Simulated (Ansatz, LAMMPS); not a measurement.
# Structural relaxation of glassy 60SiO2-40Na2O (mol %) (195 atoms), part 2 of 2

How does glassy 60SiO2-40Na2O (mol %) (195 atoms) relax, and what do bonds, charges and levels look like afterwards?

Ansatz 0.2.0; Kohn-Sham DFT, PBE, PAW (set soft_2), plane waves.

The cell: 39 Si, 52 Na and 104 O. The quench rate of 20 K/ps far exceeds what a furnace or splat quench reaches. The starting topology of bonds comes from the classical model. The Brillouin zone is sampled at Γ only, in a cell whose shortest periodic width is 13 Å.

So far. Step 3 (Single point at the start): Neighbours are counted within 2.88 Å (O-Na), 2.12 Å (O-Si).

## (4) Cell and atoms relaxed

Cell and atoms are freed together, to release stress as well as forces.

The input, input.yaml:

```yaml
crystal:
  lattice:
    - [13.2989, 0.0, 0.0]
    - [0.0, 13.2989, 0.0]
    - [0.0, 0.0, 13.2989]
  atoms:
    [... the 195 atom lines of step 3 ...]
kpoints:
  mp_grid: { grid: [1, 1, 1] }
hamiltonian:
  xc: pbe
scf:
  occupations: { method: fixed }
output:
  forces: true
relax:
  f_tol: 0.03
  max_steps: 140
  cell: {}
```

Launch:

```console
> ansatz run input.yaml --threads 4 --pin off --max-ram 8192MiB --backend cpu --events-out ev --progress --plain --runs-dir out
```

Numbers of over 12 decimals in the logs are rounded to 6 here.

The log of the run:

```text
Engine: ansatz 0.2.0, aarch64-unknown-linux-gnu
Pseudopotentials: kind: paw
Pseudopotential: Si, paw, valence charge 4, recommended cutoff 420 eV (normal), Si.paw.azcp
Pseudopotential: Na, paw, valence charge 9, recommended cutoff 420 eV (normal), Na.paw.azcp
Pseudopotential: O, paw, valence charge 6, recommended cutoff 420 eV (normal), O.paw.azcp
[... 5 lines on functional and potentials left out ...]
Crystal: 195 atoms, lattice volume = 2352.053 Å³
Basis set: ecut = 420 eV, 45961 PW (Γ), exchange–correlation on 180×180×180 points (8 copies of the dense FFT grid, shifted against one another)
Bands: 819, of which v1, the nominal top of the filled ones, is band 624 counted from 1 (623 counted from 0)
Symmetry: 1 space group operations
Space group: P1 (ITA 1), of the structure as read, at distance tolerance 1.3e-4 Å
k-points: 1
[... 7 lines on functional and potentials left out ...]
Initial density: superposition of atomic densities (neutral atoms: chi_scale 0, normalization atom), corrected by the library's trained network
Initial wavefunctions: pseudopotential atomic-orbital guess
Functional: x = pbe(κ = 0.804, μ = 0.219515), c = pbe(β = 0.066725)
SCF iter   1: F=—  HF=-161275.558838 eV  |F-HF|=—  |Δ(HF+E_count)|=         —  Δρ=2.33e-3  dr2=2.72e-1  ethr=1.77e-3  ⟨swp⟩=5.0  Hψ=2406  notcnv=0  defer=193
preconditioner: auto → Resta (q_TF=auto, 2.455 Å⁻¹)  ε∞=2.7  [insulator: Δε(μ)=2.910 eV  Ē_g=20.047 eV  n_scr=586 (ndim 8)  ℏωp=25.9 eV  f_vac=0.089  ε∞_Penn≈2.7]
SCF iter   2: F=—  HF=-161275.463316 eV  |F-HF|=—  |Δ(HF+E_count)|=   9.55e-2  Δρ=1.34e-3  dr2=6.61e-2  ethr=2.18e-5  ⟨swp⟩=3.0  Hψ=1354  notcnv=0  defer=193
SCF iter   3: F=—  HF=-161275.456212 eV  |F-HF|=—  |Δ(HF+E_count)|=   7.10e-3  Δρ=6.70e-4  dr2=1.67e-2  ethr=5.30e-6  ⟨swp⟩=3.0  Hψ=1001  notcnv=0  defer=193
SCF iter   4: F=—  HF=-161275.453689 eV  |F-HF|=—  |Δ(HF+E_count)|=   2.52e-3  Δρ=2.26e-4  dr2=1.43e-3  ethr=1.33e-6  ⟨swp⟩=3.0  Hψ=981  notcnv=0  defer=193
SCF iter   5: F=—  HF=-161275.453886 eV  |F-HF|=—  |Δ(HF+E_count)|=   1.97e-4  Δρ=1.62e-4  dr2=4.88e-4  ethr=1.15e-7  ⟨swp⟩=2.0  Hψ=1186  notcnv=0  defer=193
SCF iter   6: F=—  HF=-161275.453834 eV  |F-HF|=—  |Δ(HF+E_count)|=   5.19e-5  Δρ=3.82e-5  dr2=3.19e-5  ethr=3.91e-8  ⟨swp⟩=2.0  Hψ=1042  notcnv=0  defer=193
SCF iter   7: F=—  HF=-161275.454364 eV  |F-HF|=—  |Δ(HF+E_count)|=   5.30e-4  Δρ=1.63e-5  dr2=5.34e-6  ethr=2.55e-9  ⟨swp⟩=2.0  Hψ=1443  notcnv=0  defer=192
SCF iter   8: F=—  HF=-161275.454368 eV  |F-HF|=—  |Δ(HF+E_count)|=   3.93e-6  Δρ=8.04e-6  dr2=1.22e-6  ethr=4.28e-10  ⟨swp⟩=2.0  Hψ=1089  notcnv=0  defer=192
SCF iter   9: F=—  HF=-161275.454368 eV  |F-HF|=—  |Δ(HF+E_count)|=   4.59e-7  Δρ=2.85e-6  dr2=1.58e-7  ethr=9.74e-11  ⟨swp⟩=2.0  Hψ=1038  notcnv=0  defer=192
[...]
relax step  55: F+E_penalty+E_count = -161301.49545251 eV  Δ(F+E_penalty+E_count) = +9.278e-3 eV  max|allowed force component| = 6.833e-2 eV/Å  Δτ_max = 0.1615 Å  P = -0.083 GPa  Ω = 2670.884 Å³  energy of the carried Pulay correction = -2.336e-1 eV  (7 SCF iters, dr2 threshold 1.31e-6 eV, accepted)
relax step  60: F+E_penalty+E_count = -161301.71029044 eV  Δ(F+E_penalty+E_count) = -7.382e-2 eV  max|allowed force component| = 1.140e-1 eV/Å  Δτ_max = 0.2000 Å  P = -0.021 GPa  Ω = 2672.851 Å³  energy of the carried Pulay correction = -2.417e-1 eV  (8 SCF iters, dr2 threshold 1.43e-6 eV, accepted)
relax step  61: F+E_penalty+E_count = -161301.77759606 eV  Δ(F+E_penalty+E_count) = -6.731e-2 eV  max|allowed force component| = 1.420e-1 eV/Å  Δτ_max = 0.1921 Å  P = -0.036 GPa  Ω = 2675.576 Å³  energy of the carried Pulay correction = -2.515e-1 eV  (9 SCF iters, dr2 threshold 8.12e-7 eV, accepted)
[...]
Step cancelled. What follows is not a result of the run: it is the report of the last solve that finished, which converged after 9 SCF iterations.
Free energy (F): -161301.777596 eV
Harris-Foulkes:  -161301.777596 eV  (|F-HF|=6.83e-8)
Internal energy: -161301.777596 eV  (E = F + TS)
E sigma→0 (E₀):  -161301.777596 eV
Fermi energy:    3.552519 eV
--- Per-component energies (eV) ---
  E_band       = -13390.460156
  E_kinetic    = 26532.125813
  E_local      = -115291.765743  (includes V_loc(G=0)·N_el)
  E_nonlocal   = 11909.694124
  E_hartree    = 41890.623924
  E_xc         = -11977.544340
  E_vxc        = -14384.283901  (∫ρ·V_xc dr)
  E_paw        = -50175.182654  (= ΣΔE_a)
  E_vpaw       = -5937.745450  (= ΣTr[D̂ρ^β])
  E_aug_tail   = 0.260264  (compensation charges beyond the density's cutoff)
  E_ewald      = -64189.988985
  E_smearing   = -0.000000  (= −TS)
  E_closure    = 0.000000  (closes the sum)
  Σ components = -161301.777596   (vs F -161301.777596, Δ=0.00e0)
--- Forces (eV/Å), atoms counted from 1 ---
  atom   1  Si     0.00632837    -0.06532574     0.01202893
  atom   2  Si     0.00606485    -0.05189921    -0.03298996
  atom   3  Si     0.02284720     0.03021398     0.01576257
  atom   4  Si     0.14197443    -0.06125701     0.02824201
  atom   5  Si    -0.01698474     0.01310554     0.01035557
  atom   6  Si    -0.01374952     0.02109268    -0.05231918
  atom   7  Si    -0.03679322    -0.01011070    -0.02931533
  atom   8  Si     0.01816674    -0.05341500    -0.02501825
[...]
atom  13  Si    -0.00426780     0.01957920     0.00054164
  atom  14  Si    -0.01924497     0.01603727     0.04560340
[...]
atom 194  O     -0.00390921     0.02034080    -0.03149993
  atom 195  O     -0.01641062    -0.02184873     0.00958756
  max |Σ_I F_I| component: 1.47e-4 eV/Å
--- Stress (GPa, compression-positive) ---
       -0.610491       0.000427      -0.006410
        0.000428      -0.626305       0.009277
       -0.006411       0.009277      -0.596507
  P = ⅓ Tr σ = -0.6111 GPa (-6.111 kbar)
--- Band table (eV) ---
  k-point 0: bands = ["-47.3741", "-47.2793", "-47.0379", "-46.9754", [... 803 levels ...], "13.8776", "13.8793", "13.9136", "13.9407", "13.9553", "13.9855", "14.0105", "14.0402", "14.0683", "14.1077", "14.1264", "14.1459"]
End of that report.
Error: SIGTERM received: cancelled by the caller after 1 completed SCF iterations
```

Run time: 62 min. Hardware: 4 threads of Arm Neoverse V1, shared host; peak memory 4.2 GiB; 4.1 h of CPU time.

The walk was cut short by its limit. What follows describes the steps that were made.

Relaxation path (22 of 61):

| step | energy less that of the first step (eV) | largest force component (eV/Å) | pressure (GPa) | volume (Å³) |
| --- | --- | --- | --- | --- |
| 1 | 0.0000 | 4.6598 | 10.83 | 2352.05 |
| 4 | -20.2722 | 0.4778 | -0.29 | 2497.23 |
| 7 | -21.8712 | 0.3406 | -0.06 | 2524.25 |
| 10 | -22.7430 | 0.1459 | -0.01 | 2551.61 |
| 12 | -22.9942 | 0.3753 | -0.04 | 2565.61 |
| 15 | -23.3454 | 0.1300 | 0.00 | 2576.81 |
| 18 | -23.7553 | 0.3565 | -0.02 | 2583.21 |
| 21 | -24.2054 | 0.1933 | -0.01 | 2583.80 |
| 24 | -24.3020 | 0.1074 | 0.01 | 2585.56 |
| 27 | -24.3535 | 0.0639 | 0.00 | 2587.55 |
| 30 | -24.3984 | 0.0620 | -0.03 | 2590.53 |
| 32 | -24.4394 | 0.1422 | -0.03 | 2590.63 |
| 35 | -24.5427 | 0.1515 | -0.02 | 2588.11 |
| 38 | -24.6290 | 0.2359 | 0.01 | 2589.54 |
| 41 | -24.6584 | 0.0665 | -0.04 | 2592.80 |
| 44 | -24.6691 | 0.0821 | 0.01 | 2594.83 |
| 47 | -24.6797 | 0.0594 | 0.02 | 2596.66 |
| 50 | -24.6858 | 0.0216 | 0.00 | 2598.61 |
| 52 | -26.0638 | 0.1136 | 0.02 | 2642.51 |
| 55 | -26.0411 | 0.0683 | -0.08 | 2670.88 |
| 58 | -26.1344 | 0.1263 | 0.02 | 2671.63 |
| 61 | -26.3232 | 0.1420 | -0.04 | 2675.58 |

Relaxation steps 40, 45, 47 were tried and not accepted.

| cell as run | before | after | change |
| --- | --- | --- | --- |
| a (Å) | 13.299 | 14.050 | +5.6 % |
| b (Å) | 13.299 | 13.638 | +2.5 % |
| c (Å) | 13.299 | 13.974 | +5.1 % |
| α (°) | 90.00 | 89.06 | -1.0 % |
| β (°) | 90.00 | 88.13 | -2.1 % |
| γ (°) | 90.00 | 89.36 | -0.7 % |
| volume (Å³/atom) | 12.06 | 13.72 | +13.8 % |

The atoms that moved most (Å, as changes of fractional coordinates times the final cell):

| atom | dx | dy | dz | length |
| --- | --- | --- | --- | --- |
| Na49 | 0.554 | -1.774 | 1.275 | 2.253 |
| Na80 | 1.079 | 0.830 | 1.614 | 2.112 |
| Na45 | -1.756 | -0.922 | 0.661 | 2.091 |
| Na79 | 0.975 | 1.717 | 0.047 | 1.975 |
| Na72 | -1.410 | -1.210 | 0.274 | 1.878 |
| Na91 | -0.573 | -0.324 | 1.744 | 1.864 |
| Na83 | 1.665 | -0.427 | 0.378 | 1.760 |
| Na43 | 1.210 | 0.994 | -0.531 | 1.654 |

The relaxation changed the energy by -135 meV/atom, and atoms moved by 0.76 Å r.m.s., 2.3 Å at most.

## (5) Distances and neighbours after relaxation

Bonds before and after, by the cutoffs listed below:

| pair | bonds before | bonds after | mean before (Å) | mean after (Å) | spread before (Å) | spread after (Å) |
| --- | --- | --- | --- | --- | --- | --- |
| O-Na | 273 | 250 | 2.472 | 2.453 | 0.231 | 0.204 |
| O-Si | 156 | 156 | 1.610 | 1.652 | 0.058 | 0.043 |

Density 2.45 g/cm³, 13.72 Å³ an atom.

g(r), total and by pair (bins of 0.2 Å):

| r (Å) | total | O-O | O-Na | O-Si | Na-Na | Na-Si | Si-Si |
| --- | --- | --- | --- | --- | --- | --- | --- |
| 1.50 | 0.39 | 0.00 | 0.00 | 1.80 | 0.00 | 0.00 | 0.00 |
| 1.70 | 2.80 | 0.00 | 0.00 | 13.11 | 0.00 | 0.00 | 0.00 |
| 1.90 | 0.02 | 0.00 | 0.00 | 0.08 | 0.00 | 0.00 | 0.00 |
| 2.10 | 0.17 | 0.00 | 0.59 | 0.00 | 0.00 | 0.00 | 0.00 |
| 2.30 | 1.15 | 0.00 | 4.04 | 0.00 | 0.00 | 0.00 | 0.00 |
| 2.50 | 0.76 | 0.36 | 2.29 | 0.00 | 0.12 | 0.00 | 0.00 |
| 2.70 | 1.96 | 5.82 | 0.90 | 0.00 | 0.53 | 0.07 | 0.00 |
| 2.90 | 0.56 | 0.29 | 0.56 | 0.00 | 1.41 | 1.84 | 0.65 |
| 3.10 | 0.95 | 0.51 | 0.63 | 0.11 | 2.07 | 2.65 | 4.48 |
| 3.30 | 0.97 | 0.72 | 0.52 | 0.41 | 2.25 | 2.66 | 2.25 |
| 3.50 | 1.00 | 1.06 | 0.74 | 0.91 | 1.41 | 1.77 | 0.00 |
| 3.70 | 1.02 | 0.86 | 0.73 | 1.52 | 0.98 | 1.55 | 0.00 |
| 3.90 | 0.97 | 0.91 | 0.81 | 1.38 | 0.88 | 1.17 | 0.09 |
| 4.10 | 1.03 | 0.87 | 1.11 | 1.59 | 0.70 | 0.34 | 1.01 |
| 4.30 | 1.15 | 0.80 | 1.21 | 2.01 | 0.86 | 0.56 | 0.68 |
| 4.50 | 1.03 | 0.77 | 1.50 | 0.90 | 0.94 | 0.85 | 0.89 |
| 4.70 | 0.92 | 0.91 | 1.23 | 0.84 | 0.53 | 0.47 | 1.06 |
| 4.90 | 1.06 | 1.31 | 1.17 | 0.85 | 0.82 | 0.61 | 1.23 |
| 5.10 | 1.10 | 1.43 | 0.96 | 0.94 | 0.87 | 0.89 | 1.45 |
| 5.30 | 0.96 | 1.19 | 0.85 | 0.74 | 1.12 | 0.84 | 1.35 |
| 5.50 | 0.87 | 0.84 | 0.82 | 0.79 | 1.15 | 1.01 | 0.97 |
| 5.70 | 0.92 | 0.92 | 0.87 | 0.97 | 0.78 | 1.07 | 0.95 |
| 5.90 | 1.02 | 0.98 | 0.85 | 0.93 | 1.18 | 1.48 | 1.41 |
| 6.10 | 1.00 | 1.00 | 0.90 | 0.89 | 1.28 | 1.37 | 0.79 |
| 6.30 | 1.00 | 0.86 | 0.92 | 1.17 | 1.15 | 1.15 | 1.02 |
| 6.50 | 1.08 | 1.08 | 1.10 | 1.17 | 1.15 | 1.02 | 0.59 |
| 6.70 | 0.97 | 0.93 | 0.99 | 1.04 | 0.97 | 0.88 | 0.93 |

Bonds by pair of elements; cutoffs follow the first minimum of g(r), held within bounds set by covalent radii, and pairs that aren't listed don't count as bonded:

| pair A-B | cutoff (Å) | bonds | mean length (Å) | spread (Å) | shortest (Å) | B about A | A about B |
| --- | --- | --- | --- | --- | --- | --- | --- |
| O-Na | 2.98 | 250 | 2.45 | 0.204 | 2.11 | 2.40 | 4.81 |
| O-Si | 2.12 | 156 | 1.65 | 0.043 | 1.55 | 1.5 | 4 |

How many atoms have how many bonded neighbours:

| element | mean | 2 | 3 | 4 | 5 | 6 |
| --- | --- | --- | --- | --- | --- | --- |
| Na | 4.81 | 0 | 3 | 18 | 17 | 14 |
| O | 3.90 | 4 | 30 | 46 | 20 | 4 |
| Si | 4 | 0 | 0 | 39 | 0 | 0 |

Bond angles, per cent of each kind in bins of 5°:

| angle (°) | O-Na-O | Na-O-Si | Na-O-Na | O-Si-O | Si-O-Si |
| --- | --- | --- | --- | --- | --- |
| 55–60 | 4.2 | 0.0 | 1.2 | 0.0 | 0.0 |
| 60–65 | 7.6 | 0.0 | 1.2 | 0.0 | 0.0 |
| 65–70 | 3.4 | 0.0 | 4.3 | 0.0 | 0.0 |
| 70–75 | 3.0 | 1.2 | 9.8 | 0.0 | 0.0 |
| 75–80 | 3.4 | 1.6 | 11.8 | 0.0 | 0.0 |
| 80–85 | 4.8 | 8.4 | 13.3 | 0.0 | 0.0 |
| 85–90 | 6.6 | 9.9 | 8.6 | 0.0 | 0.0 |
| 90–95 | 7.8 | 12.7 | 8.2 | 0.0 | 0.0 |
| 95–100 | 8.8 | 9.3 | 3.9 | 2.6 | 0.0 |
| 100–105 | 6.8 | 8.7 | 3.1 | 16.2 | 0.0 |
| 105–110 | 6.4 | 6.5 | 3.1 | 41.0 | 0.0 |
| 110–115 | 4.8 | 9.3 | 5.1 | 25.2 | 0.0 |
| 115–120 | 6.0 | 5.9 | 2.4 | 12.4 | 1.9 |
| 120–125 | 3.2 | 5.9 | 3.5 | 2.6 | 3.9 |
| 125–130 | 4.0 | 5.3 | 2.4 | 0.0 | 11.5 |
| 130–135 | 5.6 | 3.4 | 2.8 | 0.0 | 13.5 |
| 135–140 | 2.0 | 2.2 | 3.5 | 0.0 | 9.6 |
| 140–145 | 2.8 | 2.5 | 3.9 | 0.0 | 25.0 |
| 145–150 | 2.2 | 3.1 | 2.0 | 0.0 | 11.5 |
| 150–155 | 2.2 | 0.9 | 0.8 | 0.0 | 5.8 |
| 155–160 | 1.2 | 1.9 | 1.6 | 0.0 | 9.6 |
| 160–165 | 1.0 | 0.9 | 0.8 | 0.0 | 5.8 |
| 165–170 | 1.0 | 0.0 | 2.4 | 0.0 | 1.9 |
| 170–175 | 0.2 | 0.6 | 0.4 | 0.0 | 0.0 |
| 175–180 | 0.4 | 0.0 | 0.0 | 0.0 | 0.0 |

Bond angles (no mean is given where the spread exceeds 20°):

| angle | count | mean (°) | spread (°) |
| --- | --- | --- | --- |
| O-Na-O | 497 | - | - |
| Na-O-Si | 323 | - | - |
| Na-O-Na | 255 | - | - |
| O-Si-O | 234 | 109 | 5 |
| Si-O-Si | 52 | 142 | 11.6 |

Oxygen atoms by the number of network formers (Si, P, Ge, B, Al, As, Ga) bound to them:

| network formers bound to O | O atoms | per cent |
| --- | --- | --- |
| 0 | 0 | 0 |
| 1 | 52 | 50 |
| 2 | 52 | 50 |

Network units: each former by its oxygen neighbours and how many of them bridge to another former:

| former | O neighbours | bridging O | atoms |
| --- | --- | --- | --- |
| Si | 4 | 1 | 2 |
| Si | 4 | 2 | 15 |
| Si | 4 | 3 | 16 |
| Si | 4 | 4 | 6 |

Bond length by coordination (bonds to H left out):

| element | coordination | atoms | mean bond length (Å) |
| --- | --- | --- | --- |
| Na | 3 | 3 | 2.26 |
| Na | 4 | 18 | 2.39 |
| Na | 5 | 17 | 2.47 |
| Na | 6 | 14 | 2.51 |
| O | 2 | 4 | 1.65 |
| O | 3 | 30 | 1.97 |
| O | 4 | 46 | 2.15 |
| O | 5 | 20 | 2.28 |
| O | 6 | 4 | 2.38 |

Rings of the network by King's shortest-path rule, up to 12 atoms, one path for each pair of neighbours; H, halogens, alkali and alkaline-earth atoms are left out, and the last column divides by all other atoms, bonded or not:

| ring size (atoms) | rings | per network atom |
| --- | --- | --- |
| 8 | 1 | 0.007 |
| 10 | 2 | 0.014 |
| 12 | 4 | 0.028 |

For some of the pairs, g(r) has its first main peak near 2.7 Å (O-O), 2.3 Å (O-Na), 1.6 Å (O-Si), 3.3 Å (Na-Na), 3.2 Å (Na-Si) and 3.2 Å (Si-Si). With the cutoffs above, 35 % of Na atoms have 4, 44 % of O atoms have 4 and all Si atoms have 4 bonded neighbours. 50 % of the oxygens bridge two formers (Si) and 50 % are non-bridging. The commonest Si unit has 4 oxygens, 3 of them shared with other formers (16 of 39 atoms). Rings of 12 atoms are the most common (57 % of those counted); sizes run from 8 to 12, where the search stops.

## (6) What came out

```
energy change in the relaxation : -135 meV/atom
r.m.s. displacement             : 0.755 Å
largest displacement            : 2.253 Å
wall time of the 2 DFT runs     : 64 min
```

Relaxation lowers the energy by 135 meV/atom and moves atoms by 0.76 Å r.m.s. Displacements are taken in the final cell, so they leave out its strain. By the final cutoffs 81 of 429 bonded pairs parted and 58 joined. The relaxation stopped at its limit, so this isn't yet a minimum. The cell grew by 13.8 % in volume. First to last step the energy falls by 26.323 eV, across changes of basis; the largest move, 2.25 Å, is that of Na49. The relaxation was not finished: the largest force component stood at 0.14 eV/Å. The O-Si bonds change most in mean length: from 1.610 Å (spread 0.058) to 1.652 Å (spread 0.043). With the cutoffs above, 35 % of Na atoms have 4, 44 % of O atoms have 4 and all Si atoms have 4 bonded neighbours. 50 % of the oxygens bridge two formers (Si) and 50 % are non-bridging.

**Limits.** The force components of 1.3 eV/Å r.m.s. reflect the temperature of the frame as well as the gap between the generating potential and DFT. The network of bonds at the start is that of the classical potential that made the cell; in DFT 81 of its 429 bonded pairs passed out of the cutoffs and 58 came within them. The pressure of 11 GPa is that of one thermal frame at a volume set beforehand, without the kinetic term.

[Logs are printed without paths, hosts, clocks, repeated set-up lines and the standing remarks that a program may print on its own settings, such as how far it seeks lower states.]

[Hosts, paths, dates, database ids (printed as entryN), source tags and the programs' standing remarks are cut or masked in the printed files.]
